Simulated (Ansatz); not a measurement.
## K on Sc(0001): change of the work function

How does K on the fcc site change the work function of Sc(0001) as the layer fills?

Calculated with Ansatz 0.2.0; plane-wave DFT, r2SCAN, Ansatz PAW.

This is a report of a sequence of runs, with most program output left out.

## Step 1: The starting structure

The cell holds 4 atoms: 4 Sc. Cell: a = 3.310 Å, b = 3.310 Å, c = 25.914 Å, α = 90.0°, β = 90.0°, γ = 60.0°. Vacuum lies along c.

## Step 2: The clean slab

The bare slab comes first, as the zero from which every change is counted. The two lowest layers are held at bulk places and the upper ones relax. The dipole correction removes the false field that a one-sided slab makes across the periodic vacuum, so each face gets a flat vacuum level of its own.

input.yaml

```yaml
crystal:
  lattice:
    - [3.31, 0.0, 0.0]
    - [1.655, 2.8665440865, 0.0]
    - [0.0, 0.0, 25.91421]
  atoms:
    - { symbol: Sc, position: [0.6666666667, 0.6666666667, 0.3472998019] }
    - { symbol: Sc, position: [0.0, 0.0, 0.449099934] }
    - { symbol: Sc, position: [0.6666666667, 0.6666666667, 0.550900066] }
    - { symbol: Sc, position: [0.0, 0.0, 0.6527001981] }
kpoints:
  mp_grid: { grid: [10, 10, 1] }
hamiltonian:
  xc: r2scan
scf:
  occupations: { method: fermi_dirac, width: 0.1 }
  convergence: { dr2_threshold: 1.0e-08 }
efield:
  axis: 3
  dipole_correction: true
  ramp_position: 0.97
  ramp_width: 0.06
relax:
  f_tol: 0.02
  max_steps: 60
  constraints: [{ sites: [0, 1] }]
output:
  write_potential: true
  write_density: true
  volumetric_format: npy
```

Command:

```
$ ansatz run input.yaml --threads 8 --pin off --max-ram 12288MiB --backend cpu --events-out ev --progress --plain --runs-dir out
```

Run time: 9.4 s. Hardware: 8 threads of Arm Neoverse V2, shared host; peak memory 1.1 GiB; 69 s of CPU time.

Relaxation path:

```
step  energy less that of the first step (eV)  largest force component (eV/Å)
   1                                   0.0000                          0.2055
   2                                  -0.0103                          0.0111
```

Forces are held to the 6 operations that the run works with; a distortion that breaks them can't arise in this run.

The atoms that moved most (Å):

```
atom     dx     dy      dz  length
 Sc4  0.000  0.000  -0.086   0.086
 Sc3  0.000  0.000   0.016   0.016
```

This step gave:

```yaml
energy_at_zero_smearing: -8560.6417 eV
work_function_upper_face: 3.678 eV
work_function_lower_face: 3.748 eV
dipole_along_the_normal: 0.003672 e·Å
step_between_the_vacuum_levels: -0.07002 eV
```

Running mean over 2.638 Å of the planar mean; the ramp of the sawtooth is left out. Electron's electrostatic potential energy less the Fermi level against z:

```
z (Å)  electron's electrostatic potential energy less the Fermi level (eV)
  3.5                                                                 3.75
  4.0                                                                 3.74
  4.5                                                                 3.74
  5.0                                                                 3.71
  5.5                                                                 3.65
  6.0                                                                 3.47
  6.5                                                                 3.02
  7.0                                                                 1.92
  7.5                                                               -0.489
  8.0                                                                -3.53
  8.5                                                                -5.26
  9.0                                                                -5.62
  9.5                                                                -5.47
 10.0                                                                -5.28
 10.5                                                                -5.20
 11.0                                                                -5.18
 11.5                                                                -5.20
 12.0                                                                -5.21
 12.5                                                                -5.19
 13.0                                                                -5.15
 13.5                                                                -5.16
 14.0                                                                -5.18
 14.5                                                                -5.24
 15.0                                                                -5.47
 15.5                                                                -5.77
 16.0                                                                -5.72
 16.5                                                                -5.65
 17.0                                                                -5.61
 17.5                                                                -4.87
 18.0                                                                -2.60
 18.5                                                                0.446
 19.0                                                                 2.34
 19.5                                                                 3.14
 20.0                                                                 3.48
 20.5                                                                 3.61
 21.0                                                                 3.65
 21.5                                                                 3.67
 22.0                                                                 3.67
 22.5                                                                 3.68
```

The relaxation took 2 steps and lowered the energy by 0.010 eV; the largest force on the free atoms ends at 0.011 eV/Å.

The work function of the upper face is 3.68 eV.

## Step 3: The covered slab, k-mesh 4×4×1, coverage 0.111 ML

System of this step: K/Sc(0001). The cell holds 37 atoms: 36 Sc and 1 K. Cell: a = 9.930 Å, b = 9.930 Å, c = 29.247 Å, α = 90.0°, β = 90.0°, γ = 60.0°. Vacuum lies along c.

The clean slab as it ended is repeated in the plane and the adsorbate is set on one face; the cell's size fixes the coverage, and the k-mesh shrinks with it to keep the sampling density about even. Adsorbate and upper layers relax, since the dipole depends on the height.

input.yaml

```yaml
crystal:
  lattice:
    - [9.93, 0.0, 0.0]
    - [4.965, 8.5996322595, 0.0]
    - [0.0, 0.0, 29.2469943085]
  atoms:
    - { symbol: Sc, position: [0.2222222222, 0.2222222222, 0.307723929] }
    - { symbol: Sc, position: [0.0, 0.0, 0.3979236252] }
    - { symbol: Sc, position: [0.2222222222, 0.2222222222, 0.4886627738] }
    - { symbol: Sc, position: [0.0, 0.0, 0.5753882813] }
    - { symbol: Sc, position: [0.2222222222, 0.5555555556, 0.307723929] }
    - { symbol: Sc, position: [0.0, 0.3333333333, 0.3979236252] }
    - { symbol: Sc, position: [0.2222222222, 0.5555555556, 0.4886627738] }
    - { symbol: Sc, position: [0.0, 0.3333333333, 0.5753882813] }
[... 25 atom lines left out ...]
    - { symbol: Sc, position: [0.6666666667, 0.6666666667, 0.3979236252] }
    - { symbol: Sc, position: [0.8888888889, 0.8888888889, 0.4886627738] }
    - { symbol: Sc, position: [0.6666666667, 0.6666666667, 0.5753882813] }
    - { symbol: K, position: [0.1111111111, 0.1111111111, 0.692276071] }
kpoints:
  mp_grid: { grid: [4, 4, 1] }
hamiltonian:
  xc: r2scan
scf:
  occupations: { method: fermi_dirac, width: 0.1 }
  convergence: { dr2_threshold: 1.0e-08 }
efield:
  axis: 3
  dipole_correction: true
  ramp_position: 0.97
  ramp_width: 0.06
relax:
  f_tol: 0.02
  max_steps: 60
  constraints:
    - { sites: [0, 1, 4, 5, 8, 9, 12, 13, 16, 17, 20, 21, 24, 25, 28, 29, 32, 33] }
output:
  bader: true
  write_potential: true
  write_density: true
  volumetric_format: npy
```

The job ended after 7.7 min (8 threads; peak memory 8.4 GiB; 58 min of CPU time).

The steps of the relaxation:

```
step  energy less that of the first step (eV)  largest force component (eV/Å)
   1                                   0.0000                          0.1446
   2                                  -0.0453                          0.0682
   3                                  -0.0495                          0.0252
   4                                  -0.0500                          0.0129
```

Forces are held to the 6 operations that the run works with; a distortion that breaks them can't arise in this run.

The atoms that moved most (Å):

```
atom      dx      dy      dz  length
 Sc8   0.000  -0.011  -0.109   0.109
Sc16  -0.010   0.006  -0.109   0.109
 Sc4   0.010   0.006  -0.109   0.109
 K37   0.000   0.000  -0.068   0.068
Sc27  -0.013   0.008  -0.058   0.060
Sc11   0.000  -0.016  -0.058   0.060
 Sc3   0.013   0.008  -0.058   0.060
Sc20  -0.024  -0.014   0.049   0.056
```

The relaxed structure:

```xyz
37
Lattice="9.9300 0.0000 0.0000 4.9650 8.5996 0.0000 0.0000 0.0000 29.2470" Properties=species:S:1:pos:R:3
Sc    3.3100    1.9110    9.0000
Sc    0.0000    0.0000   11.6381
Sc    3.3235    1.9188   14.2343
Sc    0.0096    0.0055   16.7198
Sc    4.9650    4.7776    9.0000
Sc    1.6550    2.8665   11.6381
Sc    4.9615    4.7796   14.3274
Sc    1.6550    2.8555   16.7198
Sc    6.6200    7.6441    9.0000
Sc    3.3100    5.7331   11.6381
Sc    6.6200    7.6285   14.2343
Sc    3.3049    5.7360   16.8817
Sc    6.6200    1.9110    9.0000
Sc    3.3100    0.0000   11.6381
Sc    6.6200    1.9070   14.3274
Sc    3.3004    0.0055   16.7198
Sc    8.2750    4.7776    9.0000
Sc    4.9650    2.8665   11.6381
Sc    8.2785    4.7796   14.3274
Sc    4.9413    2.8529   16.8776
Sc    9.9300    7.6441    9.0000
Sc    6.6200    5.7331   11.6381
Sc    9.9418    7.6373   14.2759
Sc    6.6200    5.7604   16.8776
Sc    9.9300    1.9110    9.0000
Sc    6.6200    0.0000   11.6381
Sc    9.9165    1.9188   14.2343
Sc    6.6200   -0.0059   16.8817
Sc   11.5850    4.7776    9.0000
Sc    8.2750    2.8665   11.6381
Sc   11.5850    4.7912   14.2759
Sc    8.2987    2.8529   16.8776
Sc   13.2400    7.6441    9.0000
Sc    9.9300    5.7331   11.6381
Sc   13.2282    7.6373   14.2759
Sc    9.9351    5.7360   16.8817
K     1.6550    0.9555   20.1788
```

This step gave:

| Quantity | Value |
| --- | --- |
| energy at zero smearing | -78589.1400 eV |
| work function, upper face | 2.359 eV |
| work function, lower face | 3.746 eV |
| dipole along the normal | 0.6546 e·Å |
| step between the vacuum levels | -1.387 eV |

Running mean over 2.638 Å of the planar mean; the ramp of the sawtooth is left out. The electron's electrostatic potential energy less the Fermi level by z:

z (Å), electron's electrostatic potential energy less the Fermi level (eV) and a bar from the least value:
```
      3.5       3.74 ##############################
      4.0       3.74 ##############################
      4.5       3.73 ##############################
      5.0       3.71 ##############################
      5.5       3.64 ##############################
      6.0       3.47 #############################
      6.5       3.02 ############################
      7.0       1.91 ########################
      7.5      -0.49 #################
      8.0      -3.54 #######
      8.5      -5.25 #
      9.0      -5.62 
      9.5      -5.47 #
     10.0      -5.29 #
     10.5      -5.20 ##
     11.0      -5.18 ##
     11.5      -5.20 ##
     12.0      -5.23 #
     12.5      -5.23 #
     13.0      -5.21 ##
     13.5      -5.19 ##
     14.0      -5.18 ##
     14.5      -5.23 #
     15.0      -5.45 #
     15.5      -5.70 
     16.0      -5.65 
     16.5      -5.59 
     17.0      -5.51 #
     17.5      -4.74 ###
     18.0      -2.52 ##########
     18.5       0.28 ###################
     19.0       1.78 ########################
     19.5       2.17 #########################
     20.0       2.16 #########################
     20.5       2.04 #########################
     21.0       1.99 ########################
     21.5       2.10 #########################
     22.0       2.26 #########################
     22.5       2.33 ##########################
     23.0       2.35 ##########################
     23.5       2.35 ##########################
     24.0       2.36 ##########################
     24.5       2.36 ##########################
     25.0       2.36 ##########################
     25.5       2.36 ##########################
     26.0       2.36 ##########################
```

The relaxation took 4 steps and lowered the energy by 0.050 eV; the largest force on the free atoms ends at 0.013 eV/Å.

The covered face has 2.36 eV, -1.32 eV against the clean one; the bare back face has moved by -0.00 eV, a measure of how thin the slab is.

[end of part 1 of 3]

[Logs are printed without paths, hosts, clocks, repeated set-up lines and the standing remarks that a program may print on its own settings, such as how far it seeks lower states.]

[Hosts, paths, dates, database ids (printed as entryN), source tags and the programs' standing remarks are cut or masked in the printed files.]

[Maps of the electrostatic potential energy from Ansatz leave out the sawtooth potential of an applied field or a dipole correction, so their vacuum need not be flat; planar profiles and work functions include it.]
